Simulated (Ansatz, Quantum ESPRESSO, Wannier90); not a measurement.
# Ballistic channels from Wannier functions: straight Ir chain, spacing 2.30 Å, part 6 of 6

How many channels does the wire offer, and does a small Wannier basis get them right? The wire: straight Ir chain, spacing 2.30 Å.

Quantum ESPRESSO 7.5 and Wannier90 3.1.0; plane-wave DFT, PBE, GBRV ultrasoft pseudopotentials; cross-check by Ansatz 0.2.0 with PAW datasets.

So far. Step 6 (Wannier functions and transport, with dis_win_max − E_F …): The outer window must hold at least num_wann states at every k: widen it, with enough bands computed to fill it. Step 9 (Localisation, bands and conductance): Bands and channels are those of the Wannier model: bands that were not projected, and all outside the frozen window, are missing or only approximate.

## Step 13: The same in Ansatz

A second code with its own PAW datasets, on the same atoms.

Level of this step: plane-wave DFT, PBE, Ansatz PAW (Ansatz 0.2.0).

System of this step: straight Ir chain, spacing 2.30 Å, 2 periods. The cell holds 2 atoms: 2 Ir. Cell: a = 8.000 Å, b = 8.000 Å, c = 4.600 Å, α = 90.0°, β = 90.0°, γ = 90.0°. Vacuum lies along a and b. The structure's axis is c.

Input file input.yaml:

```yaml
crystal:
  lattice:
    - [8.0, 0.0, 0.0]
    - [0.0, 8.0, 0.0]
    - [0.0, 0.0, 4.6]
  atoms:
    - { symbol: Ir, position: [0.0, 0.0, 0.0] }
    - { symbol: Ir, position: [0.0, 0.0, 0.5] }
kpoints:
  mp_grid: { grid: [1, 1, 16] }
hamiltonian:
  xc: pbe
scf:
  occupations: { method: fermi_dirac, width: 0.05 }
  convergence: { dr2_threshold: 1.0e-08 }
output:
  transmission:
    leads: [[0, 0]]
    e_range: [-4.0, 2.0]
    de: 0.05
    kmesh: [1, 1]
    reduced_basis: true
```

Started as:

```
$ ansatz run input.yaml --threads 4 --pin off --max-ram 12288MiB --backend cpu --events-out ev --progress --plain --runs-dir out
```

Numbers of over 12 decimals in the logs are rounded to 6 here.

The log of the run:

```text
Engine: ansatz 0.2.0, aarch64-unknown-linux-gnu
Pseudopotentials: kind: paw
Pseudopotential: Ir, paw, valence charge 17, recommended cutoff 420 eV (normal), Ir.paw.azcp
Functional definition: PBE
  parameter kappa = 0.804
  parameter beta = 0.066725
  exchange = pbe_x(kappa = kappa, mu = beta*pi^2/3)
  correlation = pbe_c(beta = beta)
Crystal: 2 atoms, lattice volume = 294.400 Å³
Basis set: ecut = 420 eV, 5791 PW (Γ)
Bands: 21, of which v1, the nominal top of the filled ones, is band 17 counted from 1 (16 counted from 0)
Symmetry: 32 space group operations
Space group: P4/mmm (ITA 123), of the structure as read, at distance tolerance 6.7e-5 Å
k-points: 9 of 16
Non-local potential: Ir, projectors of the file, l = 0: 3, l = 1: 2, l = 2: 2, l = 3: 1
PAW form: soft (Blöchl's): semilocal exchange-correlation on the pseudo side does not see the compensation charge
PAW one-centre angular grid: Ir, 590 points (default); XC on 64 Gauss nodes
Initial density: superposition of atomic densities (neutral atoms: chi_scale 0, normalization atom), corrected by the library's trained network
Initial wavefunctions: pseudopotential atomic-orbital guess
Functional: x = pbe(κ = 0.804, μ = 0.219515), c = pbe(β = 0.066725)
SCF iter   1: F=—  HF=-23862.932382 eV  |F-HF|=—  |Δ(HF+E_count)|=         —  Δρ=7.44e-3  dr2=6.33e-2  ethr=1.77e-3  ⟨swp⟩=6.3  Hψ=907  notcnv=0
preconditioner: auto → LDOS  [metal: Δε(μ)=0.052 eV  Ē_g=4.058 eV  σ=0.050 eV  W_gap=0.24  n_scr=38 (ndim 8)  ℏωp=9.2 eV  f_vac=0.706  D(μ)=8.13/eV (n_scr^D=66)  β→1.0]
SCF iter   2: F=—  HF=-23862.949611 eV  |F-HF|=—  |Δ(HF+E_count)|=   1.72e-2  Δρ=9.15e-4  dr2=1.27e-3  ethr=1.86e-4  ⟨swp⟩=2.8  Hψ=385  notcnv=0
SCF iter   3: F=—  HF=-23862.949923 eV  |F-HF|=—  |Δ(HF+E_count)|=   3.12e-4  Δρ=4.46e-4  dr2=2.70e-4  ethr=3.74e-6  ⟨swp⟩=2.1  Hψ=343  notcnv=0
SCF iter   4: F=—  HF=-23862.949856 eV  |F-HF|=—  |Δ(HF+E_count)|=   6.75e-5  Δρ=6.09e-5  dr2=7.63e-6  ethr=7.94e-7  ⟨swp⟩=2.7  Hψ=331  notcnv=0
SCF iter   5: F=—  HF=-23862.949993 eV  |F-HF|=—  |Δ(HF+E_count)|=   1.37e-4  Δρ=1.90e-5  dr2=1.36e-6  ethr=2.24e-8  ⟨swp⟩=2.1  Hψ=328  notcnv=0
SCF iter   6: F=—  HF=-23862.949992 eV  |F-HF|=—  |Δ(HF+E_count)|=   1.88e-7  Δρ=4.42e-6  dr2=6.42e-8  ethr=4.01e-9  ⟨swp⟩=2.4  Hψ=327  notcnv=0
SCF iter   7: F=-23862.949992 eV  HF=-23862.949992 eV  |F-HF|=1.45e-9  |Δ(HF+E_count)|=   2.09e-8  Δρ=9.09e-7  dr2=4.01e-9  ethr=2.94e-11  ⟨swp⟩=4.0  Hψ=539  notcnv=0
SCF 1 converged in 7 iterations: F = -23862.949992 eV  dr2 = 4.01e-9
  greatest PAW one-centre occupation: 1.000 electrons in one spin orbital (limit 2), on the Ir atom at site 1 (counted from 0), in its partial waves of l = 1
transmission: 6 of 36 steps passed
transmission: 12 of 36 steps passed
[...]
transmission: 36 of 36 steps passed
SCF converged after 7 iterations
Free energy (F): -23862.949992 eV
Harris-Foulkes:  -23862.949992 eV  (|F-HF|=1.45e-9)
Internal energy: -23862.886993 eV  (E = F + TS)
E sigma→0 (E₀):  -23862.918493 eV
Entropy (-TS):   -0.063000 eV (-31.500 meV/atom)
Fermi energy:    -2.840442 eV
--- Per-component energies (eV) ---
  E_band       = -1077.795358
  E_kinetic    = 1238.565787
  E_local      = -9840.436244  (includes V_loc(G=0)·N_el)
  E_nonlocal   = 153.261582
  E_hartree    = 4212.621729
  E_xc         = -526.833349
  E_vxc        = -587.375965  (∫ρ·V_xc dr)
  E_paw        = -18448.947791  (= ΣΔE_a)
  E_vpaw       = -467.047215  (= ΣTr[D̂ρ^β])
  E_aug_tail   = 0.000135  (compensation charges beyond the density's cutoff)
  E_ewald      = -651.118842
  E_smearing   = -0.063000  (= −TS)
  E_closure    = 0.000000  (closes the sum)
  Σ components = -23862.949992   (vs F -23862.949992, Δ=0.00e0)
--- Band table (eV; the first three rows and the last of 9) ---
  k-point 0: bands = [... 13 lower, -4.2643, -2.7738, -2.7734, -1.8822, -0.7447, -0.7447, 0.2907, 0.2907]
  k-point 1: bands = [... 13 lower, -4.2518, -2.7905, -2.7901, -1.9278, -0.9653, -0.9653, 0.4696, 0.4696]
  k-point 2: bands = [... 13 lower, -4.2149, -2.8397, -2.8393, -2.0602, -1.4278, -1.4278, 0.8143, 0.8143]
  k-point 8: bands = [... 13 lower, -4.8394, -3.5759, -3.5759, -3.5743, -3.5743, -3.4809, -3.4809, 3.2537]
--- Transmission ---
  basis      : 561 plane waves across, 6 finite elements along
  points     : 1, standing for a mesh of 1 x 1
  energies   : 121 from -4.000000 to 2.000000 eV about the Fermi level, 0.050000 eV apart; the leads are filled to 0.000000 eV, and channels, transmission and decay are at 0.000000 eV
  crystal 0  : Ir2, at the sites [0, 0], period 4.6000 Å: whole cells are its period
    offset         : up to 0.0000 Å between an atom of the period and one for which it stands
    channels       : 6.000000e0 a spin
    conductance    : none, the energies end too early or step too widely for 300 K: set another output.transmission.e_range or a lower de, or, where they end at an eighth of basis.ecutwfc, a higher one
```

The job ended after 18 s (4 threads of Arm Neoverse V2, shared host; peak memory 0.55 GiB; 67 s of CPU time).

This step gave:

| Quantity | Value |
| --- | --- |
| free energy | -23862.9500 eV |
| energy at zero smearing | -23862.9185 eV |
| smearing term TS | 0.06300 eV |
| Fermi energy | -2.840 eV |
| symmetry operations | 32 |
| lead channels at the Fermi level, one spin | 6 |

Per spin. Open channels against energy, zero at the Fermi level:

energy (eV), open channels and a bar from the least value:
```
   -4.000       3.00 
   -3.800       3.00 
   -3.600       3.00 
   -3.400       3.00 
   -3.200       3.00 
   -3.000       3.00 
   -2.800       3.00 
   -2.600       3.00 
   -2.400       3.00 
   -2.200       3.00 
   -2.000       3.00 
   -1.800       4.00 ##########
   -1.600       4.00 ##########
   -1.400       6.00 ##############################
   -1.200       6.00 ##############################
   -1.000       6.00 ##############################
   -0.800       6.00 ##############################
   -0.600       6.00 ##############################
   -0.400       6.00 ##############################
   -0.200       6.00 ##############################
    0.000       6.00 ##############################
    0.200       4.00 ##########
    0.400       4.00 ##########
    0.600       4.00 ##########
    0.800       4.00 ##########
    1.000       3.00 
    1.200       3.00 
    1.400       3.00 
    1.600       3.00 
    1.800       3.00 
    2.000       3.00
```

## Step 14: Worked from the printed numbers

6 channels × 77.48 µS = 465 µS, a two-terminal resistance of 12.906/6 = 2.15 kΩ whatever the wire's length, as long as nothing scatters.

## Step 15: What came out

* open channels at the Fermi level, per spin: 6
* total spread: 10.1 Å²
* gauge-invariant spread: 8.20 Å²
* largest band misfit in the frozen window: 0.00554 eV
* channels at the Fermi level by Ansatz: 6

In words: The wire offers 6 channels per spin at the Fermi level. Between -4 and 1.5 eV the channel count from Wannier functions equals that from Ansatz's layer matching at 99 % of the energies; outside the frozen window the Wannier bands are not held to the plane-wave ones. Each plane-wave level in the frozen window has a Wannier level within 0.01 eV; this test doesn't see extra bands that a model may add. The wire is perfect, so the conductance only counts bands: each channel, with its partner of the other spin, carries G₀ = 2e²/h. It was run without spin polarisation, which was not tested. Spin-orbit coupling is left out; depending on the atoms that carry the levels of interest, it can split and shift them by tenths of an eV to an eV or more.

[Logs are printed without paths, hosts, clocks, repeated set-up lines and the standing remarks that a program may print on its own settings, such as how far it seeks lower states.]

[Hosts, paths, dates, database ids (printed as entryN), source tags and the programs' standing remarks are cut or masked in the printed files.]

[Maps of the electrostatic potential energy from Ansatz leave out the sawtooth potential of an applied field or a dipole correction, so their vacuum need not be flat; planar profiles and work functions include it.]
